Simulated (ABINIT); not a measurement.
# RbCaH3 (Pm-3m): G0W0 in ABINIT against the exchange cutoff, part 2 of 2

Wanted: the cheapest exchange cutoff that holds the gap of RbCaH3 (Pm-3m).

ABINIT 10.8.3; LDA and many-body steps on it, plane waves. Known limits of the many-body steps: not at the basis limit; no spin-orbit coupling; coarse k mesh.

So far. Step 2 (Screening, 2×2×2 mesh, 49 bands, screening to 106.1 eV): Local fields lower ε∞ by 11 %. On a Γ-centred mesh this coarse the value itself is usually too large, while a short band sum pulls it down.

**5. 12.4 Ha**

Level of this step: G0W0 on LDA, plane waves, norm-conserving pseudopotentials (ABINIT).

The self-energy is evaluated for the states that the input lists, and the levels follow from it, in one-shot runs by the linearised quasiparticle equation.

The input, run.abi:

```
acell 3*1.0 Angstrom
rprim 
  4.547000000000 0.000000000000 0.000000000000
  0.000000000000 4.547000000000 0.000000000000
  0.000000000000 0.000000000000 4.547000000000
ntypat 3
znucl 37 20 1
natom 5
typat 1 2 3 3 3
xred 
  0.000000000000 0.000000000000 0.000000000000
  0.500000000000 0.500000000000 0.500000000000
  0.000000000000 0.500000000000 0.500000000000
  0.500000000000 0.000000000000 0.500000000000
  0.500000000000 0.500000000000 0.000000000000
pp_dirpath "pseudos"
pseudos "Rb.upf, Ca.upf, H.upf"
ecut 31
ngkpt 2 2 2
nshiftk 1
shiftk 0 0 0
kptopt 1
chksymbreak 0
istwfk *1
occopt 1
irdwfk 1
optdriver 4
nband 49
gwcalctyp 0
ecutsigx 12.4
symsigma 1
nkptgw 2
kptgw 
  0.5000000000 0.5000000000 0.0000000000
  0.0000000000 0.0000000000 0.0000000000
bdgw 
  10 14
  10 14
ecuteps 3.9
irdscr 1
ppmodel 1
indata_prefix "in"
outdata_prefix "out"
tmpdata_prefix "tmp"
```

On the command line:

```bash
> OMP_NUM_THREADS=1 mpirun -n 4 abinit run.abi > log
```

Output:

```text
.Version 10.8.3 of ABINIT. v10.8.2 released Aug 2026.

 Symmetries : space group Pm -3 m (#221); Bravais cP (primitive cubic)
[... echo of the input left out ...]
== DATASET  1 ==================================================================
-   mpi_nproc: 4, omp_nthreads: 1 (-1 if OMP is not activated)

--- !DatasetInfo
iteration_state: {dtset: 1, }
dimensions: {natom: 5, nkpt: 4, mband: 49, nsppol: 1, nspinor: 1, nspden: 1, mpw: 5248, }
cutoff_energies: {ecut:  31.0, pawecutdg:  -1.0, }
[...]
Band     E0 <VxcDFT>   SigX SigC(E0)      Z dSigC/dE  Sig(E)    E-E0       E
[...]
13   5.719 -13.158  -5.833  -3.761   0.783  -0.277 -10.367   2.791   8.510
       14   5.719 -13.158  -5.833  -3.761   0.783  -0.277 -10.367   2.791   8.510

== END DATASET(S) ==============================================================
================================================================================

 -outvars: echo values of variables after computation  --------
           etotal      0.0000000000E+00
            nband          49
             nkpt           4
          spgroup         221
 [... the other variables as echoed above ...]

 Calculation completed.
```

It took 5.3 s on 4 MPI ranks of Arm Neoverse V1, shared host; peak memory 0.51 GiB.

Numbers from this step:

```yaml
g0w0_gap_on_the_points_computed: 5.377 eV
starting_gap_on_the_mesh: 2.932 eV
k_of_the_valence_top: 0.5, 0.5, 0
k_of_the_conduction_bottom: 0.5, 0.5, 0
least_direct_g0w0_gap_on_the_computed_points: 5.377 eV
```

The gap on the mesh goes from 2.93 eV to 5.38 eV, a correction of +2.44 eV.

**6. 21.7 Ha**

Edit run.abi of step 5 so:

```diff
@@ -29,3 +29,3 @@
 gwcalctyp 0
-ecutsigx 12.4
+ecutsigx 21.7
 symsigma 1
```

Output:

```text
.Version 10.8.3 of ABINIT. v10.8.2 released Aug 2026.

 Symmetries : space group Pm -3 m (#221); Bravais cP (primitive cubic)
[... echo of the input left out ...]
== DATASET  1 ==================================================================
-   mpi_nproc: 4, omp_nthreads: 1 (-1 if OMP is not activated)

--- !DatasetInfo
iteration_state: {dtset: 1, }
dimensions: {natom: 5, nkpt: 4, mband: 49, nsppol: 1, nspinor: 1, nspden: 1, mpw: 5248, }
cutoff_energies: {ecut:  31.0, pawecutdg:  -1.0, }
[...]
Band     E0 <VxcDFT>   SigX SigC(E0)      Z dSigC/dE  Sig(E)    E-E0       E
[...]
13   5.719 -13.158  -5.913  -3.761   0.783  -0.277 -10.429   2.728   8.447
       14   5.719 -13.158  -5.913  -3.761   0.783  -0.277 -10.429   2.728   8.447

== END DATASET(S) ==============================================================
================================================================================

 -outvars: echo values of variables after computation  --------
           etotal      0.0000000000E+00
            nband          49
             nkpt           4
          spgroup         221
 [... the other variables as echoed above ...]

 Calculation completed.
```

Wall time 5.5 s (4 MPI ranks); peak memory 0.54 GiB.

This step gave:

```yaml
g0w0_gap_on_the_points_computed: 5.368 eV
starting_gap_on_the_mesh: 2.932 eV
k_of_the_valence_top: 0.5, 0.5, 0
k_of_the_conduction_bottom: 0.5, 0.5, 0
least_direct_g0w0_gap_on_the_computed_points: 5.368 eV
```

Against the run before, the gap moves by −0.009 eV.

**7. 31 Ha**

Edit run.abi of step 6 so:

```diff
@@ -29,3 +29,3 @@
 gwcalctyp 0
-ecutsigx 21.7
+ecutsigx 31
 symsigma 1
```

Output:

```text
.Version 10.8.3 of ABINIT. v10.8.2 released Aug 2026.

 Symmetries : space group Pm -3 m (#221); Bravais cP (primitive cubic)
[... echo of the input left out ...]
== DATASET  1 ==================================================================
-   mpi_nproc: 4, omp_nthreads: 1 (-1 if OMP is not activated)

--- !DatasetInfo
iteration_state: {dtset: 1, }
dimensions: {natom: 5, nkpt: 4, mband: 49, nsppol: 1, nspinor: 1, nspden: 1, mpw: 5248, }
cutoff_energies: {ecut:  31.0, pawecutdg:  -1.0, }
[...]
Band     E0 <VxcDFT>   SigX SigC(E0)      Z dSigC/dE  Sig(E)    E-E0       E
[...]
13   5.719 -13.158  -5.920  -3.761   0.783  -0.277 -10.435   2.723   8.442
       14   5.719 -13.158  -5.920  -3.761   0.783  -0.277 -10.435   2.723   8.442

== END DATASET(S) ==============================================================
================================================================================

 -outvars: echo values of variables after computation  --------
           etotal      0.0000000000E+00
            nband          49
             nkpt           4
          spgroup         221
 [... the other variables as echoed above ...]

 Calculation completed.
```

The job ended after 5.5 s (4 MPI ranks; peak memory 0.64 GiB).

This step gave:

| Quantity | Value |
| --- | --- |
| G0W0 gap on the points computed | 5.367 eV |
| starting gap on the mesh | 2.932 eV |
| k of the valence top | 0.5, 0.5, 0 |
| k of the conduction bottom | 0.5, 0.5, 0 |
| least direct G0W0 gap on the computed points | 5.367 eV |

Against the run before, the gap moves by −0.001 eV.

**8. Side by side**

Times are wall times on 4 MPI ranks of Arm Neoverse V1, shared host, good to a factor of about two. A run's time includes the screening step that it read.

```
    run   mesh  bands  screening cutoff (eV)  DFT gap (eV)  gap on the mesh (eV)  direct (eV)  ε∞ used   time
 3.1 Ha  2×2×2     49                  106.1         2.932                 5.466        5.466     3.79  9.4 s
 6.2 Ha  2×2×2     49                  106.1         2.932                 5.414        5.414     3.79   10 s
12.4 Ha  2×2×2     49                  106.1         2.932                 5.377        5.377     3.79   11 s
21.7 Ha  2×2×2     49                  106.1         2.932                 5.368        5.368     3.79   11 s
  31 Ha  2×2×2     49                  106.1         2.932                 5.367        5.367     3.79   11 s
```

**9. Outcome**

```yaml
3p1_ha: 5.466 eV
6p2_ha: 5.414 eV
12p4_ha: 5.377 eV
21p7_ha: 5.368 eV
31_ha: 5.367 eV
known_limits: not at the basis limit; no spin-orbit coupling; coarse k mesh
```

What this shows: The setting moved: exchange cutoff. From 3.1 Ha to 31 Ha the gap moves by −0.10 eV. It holds to 0.03 eV from 12.4 Ha on. Bands and screening cutoff are coupled, so a series along one setting does not show full convergence. Below the screening cutoff the correlation part is cut too. Bands and cutoff are finite, so the gap is not at the basis limit. The miss can reach some tenths of an eV and take either sign; the mesh is an error of its own. In the first G0W0 run levels were corrected at 2 k points alone, so a gap called «on the mesh» is the least over those, and an edge elsewhere would be missed. The 2×2×2 mesh is coarse for this cell, which bears on the long-range parts of exchange and screening. This is the ideal cubic cell; many perovskites, halides above all, are cubic only on average, and local tilts or off-centring can widen the gap. The many-body steps are scalar-relativistic: spin-orbit coupling is not in them.

[Paths, hosts, dates, memory and timing lines, banners, echoed tables and standing remarks are left out of the program output.]

[Logs are printed without paths, hosts, clocks, repeated set-up lines and the standing remarks that a program may print on its own settings, such as how far it seeks lower states.]

[Runs of the session that timed out or met a known fault of the program may be left out.]

[No measured gap is set beside runs whose start may be inverted or whose files or cutoffs have a known fault.]

[Hosts, paths, dates, database ids (printed as entryN), source tags and the programs' standing remarks are cut or masked in the printed files.]

[G0W0 gaps are taken among the corrected bands and points alone; a level outside them can change the order at an edge.]

[Where Ansatz stands beside ABINIT at settings called matched, ABINIT's density can come from a denser mesh and the files from another edition; pairs whose starting gaps differed by over 0.03 eV were left out, so agreement reads better than it is.]
